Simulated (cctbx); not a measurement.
**TlV3 across an absorption edge**

Space group Pm-3n (no. 223), a = 4.9180 Å, b = 4.9180 Å, c = 4.9180 Å, α = 90.00°, β = 90.00°, γ = 90.00°.

| atom | mult. | x | y | z | Ueq (Å²) |
| --- | --- | --- | --- | --- | --- |
| Tl1 | 2 | 1/2 | 1/2 | 1/2 | 0.0045 |
| V1 | 6 | 0 | 1/2 | 1/4 | 0.0082 |

This is a model crystal, built by substitution and not relaxed, with assumed displacement parameters.

Calculated with cctbx: free-atom f′ and f″ from the Sasaki tables, no fine structure; amplitudes in electrons.

```csv
E (eV),F 2 2 2,F 0 1 2,F 1 4 1,F 0 4 2
4865,50.1,54.5,78.2,103.8
5215,53.1,51.4,79.2,102.4
5345,56.4,48.6,80.3,101.1
5405,59.9,45.7,81.5,99.8
5435,63.5,42.9,82.6,98.6
5450,67.2,40.1,83.9,97.3
5457,70.7,37.5,85.0,96.2
5461,74.4,34.7,86.2,95.0
5469,71.4,37.1,84.9,96.6
5473,66.7,40.1,83.4,98.0
5480,62.6,42.8,82.1,99.2
5495,58.1,45.8,80.7,100.5
5525,53.7,48.7,79.3,101.8
5615,47.6,52.7,77.4,103.5
5865,41.5,56.7,75.4,105.0
```

**Question.** Which edge is crossed, and why do the reflections move as they do?

The K edge of V. The edge is at 5465 eV. f′ of V falls from -3.6 e at 5345 eV to -7.2 e at 4 eV below it, and f″ steps from 0.45 to 3.99 e across it. Over that approach |F| changes by +32 % (2 2 2), -29 % (0 1 2), +7 % (1 4 1) and -6 % (0 4 2): a reflection falls where V scatters in phase with the total and rises where it scatters against it; it hardly moves where the V term is small or cancels by symmetry. Above the edge the larger f″ enters the imaginary part, where it can add to or cancel the other atoms' f″. The structure is centrosymmetric, so Friedel mates stay equal.

[Logs are printed without paths, hosts, clocks, repeated set-up lines and the standing remarks that a program may print on its own settings, such as how far it seeks lower states.]
